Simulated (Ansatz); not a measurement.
# Phonons of BeHg (built on the sites of a database entry of SrHg) against volume, part 2 of 2

Wanted: mode Grüneisen parameters of BeHg (built on the sites of a database entry of SrHg).

Ansatz 0.2.0; DFT PBEsol, scalar-relativistic, plane waves, PseudoDojo norm-conserving pseudopotentials.

So far, highest frequency on the path or at a solved wavevector (cm⁻¹): step 2 (response at finite wavevector) 280; step 4 (phonons at the other volume, volume ratio 0.97) 302.

The structure was built from a prototype and need not be the compound's stable phase.

## (5) Relaxing at another volume, volume ratio 1.03

The volume is scaled by 1.03 and held; symmetry leaves nothing to relax, so this is a single point. The modes can then be followed against volume.

input.yaml reads:

```yaml
crystal:
  lattice:
    - [3.1105929718, 0.0, 0.0]
    - [0.0, 3.1105929718, 0.0]
    - [0.0, 0.0, 3.1105929718]
  atoms:
    - { symbol: Be, position: [0.5, 0.5, 0.5] }
    - { symbol: Hg, position: [0.0, 0.0, 0.0] }
kpoints:
  mp_grid: { grid: [12, 12, 12] }
hamiltonian:
  xc: pbesol
  pseudopotentials: { kind: nc, accuracy: standard }
scf:
  occupations: { method: methfessel_paxton, width: 0.15 }
output:
  forces: true
  stress: true
  eigenvalues: true
```

The run is started by

```console
$ ansatz run input.yaml --threads 4 --pin off --max-ram 7168MiB --backend cpu --events-out ev --progress --plain --runs-dir out
```

Numbers of over 12 decimals in the logs are rounded to 6 here.

The program printed:

```text
[...]
Crystal: 2 atoms, lattice volume = 30.097 Å³
Basis set: ecut = 1197.300995 eV, 2897 PW (Γ), exchange–correlation on 72×72×72 points (8 copies of the dense FFT grid, shifted against one another)
Bands: 16, of which v1, the nominal top of the filled ones, is band 12 counted from 1 (11 counted from 0)
Symmetry: 48 space group operations
[...]
k-points: 84 of 1728
[...]
--- Band table (eV; the first three rows and the last of 84) ---
  k-point 0: bands = [... 8 lower, 7.7577, 7.7577, 7.7577, 17.7354, 17.7354, 17.7354, 22.7949, 25.1104]
  k-point 1: bands = [... 8 lower, 7.7044, 7.7044, 7.7621, 17.0791, 17.9033, 17.9033, 22.9982, 25.0310]
  k-point 2: bands = [... 8 lower, 7.5637, 7.5637, 7.7743, 15.6445, 18.3862, 18.3862, 23.2278, 24.8123]
  k-point 83: bands = [... 8 lower, 8.4371, 8.4371, 16.8253, 16.8253, 16.8253, 16.8312, 16.8759, 17.9135]
[key lines of the parts left out:]
SCF converged after 7 iterations
Free energy (F): -4909.020597 eV
Fermi energy:    15.287836 eV
P = ⅓ Tr σ = -2.7489 GPa (-27.489 kbar)
```

Wall time 2.1 s (4 threads of Arm Neoverse V2, shared host); peak memory 0.41 GiB; 8 s of CPU time.

Numbers from this step:

| Item | Value |
| --- | --- |
| pressure | -2.749 GPa |
| volume per atom | 15.05 Å³ |

The run ends at a pressure of -2.75 GPa.

## (6) Phonons at the other volume, volume ratio 1.03

The phonons are repeated at this volume on the same k and q meshes.

input.yaml, the sections that differ from step 5:

```yaml
output:
  eigenvalues: true
phonons:
  method: dfpt
  qmesh: [4, 4, 4]
  temperatures: { t_max: 1000, t_step: 50 }
  qpath:
    path:
      - [[0.0, 0.0, 0.0], [0.0, 0.5, 0.0], [0.5, 0.5, 0.0], [0.0, 0.0, 0.0], [0.5, 0.5, 0.5], [0.0, 0.5, 0.0]]
      - [[0.5, 0.5, 0.5], [0.5, 0.5, 0.0]]
    npoints: 10
# crystal, kpoints, hamiltonian, scf: as in step 5
```

The program printed:

```text
[...]
Crystal: 2 atoms, lattice volume = 30.097 Å³
Basis set: ecut = 1197.300995 eV, 2897 PW (Γ), exchange–correlation on 72×72×72 points (8 copies of the dense FFT grid, shifted against one another)
Bands: 16, of which v1, the nominal top of the filled ones, is band 12 counted from 1 (11 counted from 0)
Symmetry: 48 space group operations
k-points: 84 of 1728
[...]
k-point 83: bands = [... 8 lower, 8.4371, 8.4371, 16.8253, 16.8253, 16.8253, 16.8312, 16.8759, 17.9135]
[...]
ASR residual: 7.232e-5 → 0.000e0 eV/Å²; symmetrization residual: 3.466e-6 eV/Å²
  ASR residual per site (eV/Å²): 1.90e-5 7.23e-5
  Γ frequencies (cm⁻¹): 0.00 0.00 0.00 194.12 194.12 194.12
--- Phonons (arbitrary-q DFPT): 10 irreducible q on the 4×4×4 mesh ---
[...]
interpolated dispersion: 62 rows × 6 modes
[...]
[key lines of the parts left out:]
SCF converged after 9 iterations
Free energy (F): -4909.020597 eV
Fermi energy:    15.287834 eV
```

It took 8.3 min on 4 threads; peak memory 3.8 GiB; 33 min of CPU time.

Numbers from this step:

```
sum-rule residual before enforcement                    : 7.23e-5 eV/Å²
lowest frequency on the path                            : -86.78 cm⁻¹
highest frequency on the path or at a solved wavevector : 256.7 cm⁻¹
highest optical mode at the zone centre (no LO-TO term) : 194.1 cm⁻¹
lowest optical zone-centre mode                         : 194.1 cm⁻¹
lowest mode on the q mesh (acoustic modes at Γ apart)   : -86.58 cm⁻¹
```

The highest optical mode at the zone centre (no LO-TO term) is 194.1 cm⁻¹, -22.1 cm⁻¹ against the base run.

## (7) Grüneisen parameters

The Grüneisen parameter of a mode is minus the logarithmic change of its frequency with volume, −d ln ω / d ln V; weighted by heat capacity it gives the expansion.

Numbers from this step:

- bulk modulus: 102.5 GPa

The phonon branches at the labelled points (cm⁻¹):

| point | branch 1 | branch 2 | branch 3 | branch 4 | branch 5 | branch 6 |
| --- | --- | --- | --- | --- | --- | --- |
| Γ | 0 | 0 | 0 | 216 | 216 | 216 |
| halfway | 21 | 21 | 80 | 204 | 204 | 232 |
| X | 28 | 28 | 108 | 200 | 200 | 251 |
| halfway | 24 | 49 | 76 | 244 | 245 | 254 |
| M | -77 | -77 | -24 | 233 | 233 | 270 |
| halfway | -15 | 26 | 82 | 230 | 234 | 238 |
| Γ | 0 | 0 | 0 | 216 | 216 | 216 |
| halfway | 24 | 24 | 69 | 196 | 196 | 280 |
| R | 77 | 77 | 77 | 90 | 90 | 90 |
| halfway | -21 | 71 | 73 | 130 | 221 | 266 |
| X | 28 | 28 | 108 | 200 | 200 | 251 |
| jump to R | 77 | 77 | 77 | 90 | 90 | 90 |
| halfway | -73 | -73 | 72 | 186 | 186 | 215 |
| M | -77 | -77 | -24 | 233 | 233 | 270 |

The same for volume x 0.97:

| point | branch 1 | branch 2 | branch 3 | branch 4 | branch 5 | branch 6 |
| --- | --- | --- | --- | --- | --- | --- |
| Γ | 0 | 0 | 0 | 239 | 239 | 239 |
| X | 34 | 34 | 117 | 228 | 228 | 286 |
| M | -70 | -70 | -18 | 261 | 261 | 292 |
| Γ | 0 | 0 | 0 | 239 | 239 | 239 |
| R | 97 | 97 | 97 | 128 | 128 | 128 |
| X | 34 | 34 | 117 | 228 | 228 | 286 |
| R | 97 | 97 | 97 | 128 | 128 | 128 |
| M | -70 | -70 | -18 | 261 | 261 | 292 |

The same for volume x 1.03:

| point | branch 1 | branch 2 | branch 3 | branch 4 | branch 5 | branch 6 |
| --- | --- | --- | --- | --- | --- | --- |
| Γ | 0 | 0 | 0 | 194 | 194 | 194 |
| X | 22 | 22 | 100 | 169 | 169 | 212 |
| M | -84 | -84 | -29 | 204 | 204 | 247 |
| Γ | 0 | 0 | 0 | 194 | 194 | 194 |
| R | -60 | -60 | -60 | 84 | 84 | 84 |
| X | 22 | 22 | 100 | 169 | 169 | 212 |
| R | -60 | -60 | -60 | 84 | 84 | 84 |
| M | -84 | -84 | -29 | 204 | 204 | 247 |

The first set of phonon branches as a text plot (rows in cm⁻¹):

```
    294 |
    278 |                               ***          *
    262 |         *********            *            * **       **
    245 |    ***** ****  *****       **    *       * *****    *
    229 |  **     **   **    ***    *               *          **
    213 |***                  **********          *     *    **
    197 |   ******                      *   *      *   ***
    180 |                                **      *    *     **
    164 |                                         *  *      *
    148 |                                  * *   *         *
    132 |                                   *   *   *
    116 |       *                            *  *        **
    100 |     ** **                               **  ***
     83 |   **     *       ****               ****** *    ***
     67 |                 *    *     ******     *  ***       *
     51 |  *      ***           *   *      * *   **   *   *   *
     35 | *    ******    *         *        *   *    *****     *
     18 |* ****     **    ********  ********
      2 |**          *         *****
    -14 |             * **   **                     *           *
    -30 |            * *  ***
    -46 |             *                          ***       *
    -62 |             * **                                  *
    -79 |              *                                     ****
         Γ      X      M          Γ            R        X|R     M
```

## (8) What came out

| Property | Result |
| --- | --- |
| bulk modulus | 102 GPa |

No expansion is given, because modes are imaginary at one volume or more. The highest optical mode at Γ goes from 239 to 194 cm⁻¹ as the cell grows, a Grüneisen parameter of 3.44. Branches are matched by rank, so values near crossings are rough. With no gap, or one that is small against the smearing, the frequencies hang on the k mesh and the smearing, most of all near Kohn anomalies. Spin-orbit coupling is left out, which can matter for the heavy elements here. The starting cell was built on a prototype and not taken from a measurement, so the phase need not exist.

[Logs are printed without paths, hosts, clocks, repeated set-up lines and the standing remarks that a program may print on its own settings, such as how far it seeks lower states.]

[Hosts, paths, dates, database ids (printed as entryN), source tags and the programs' standing remarks are cut or masked in the printed files.]
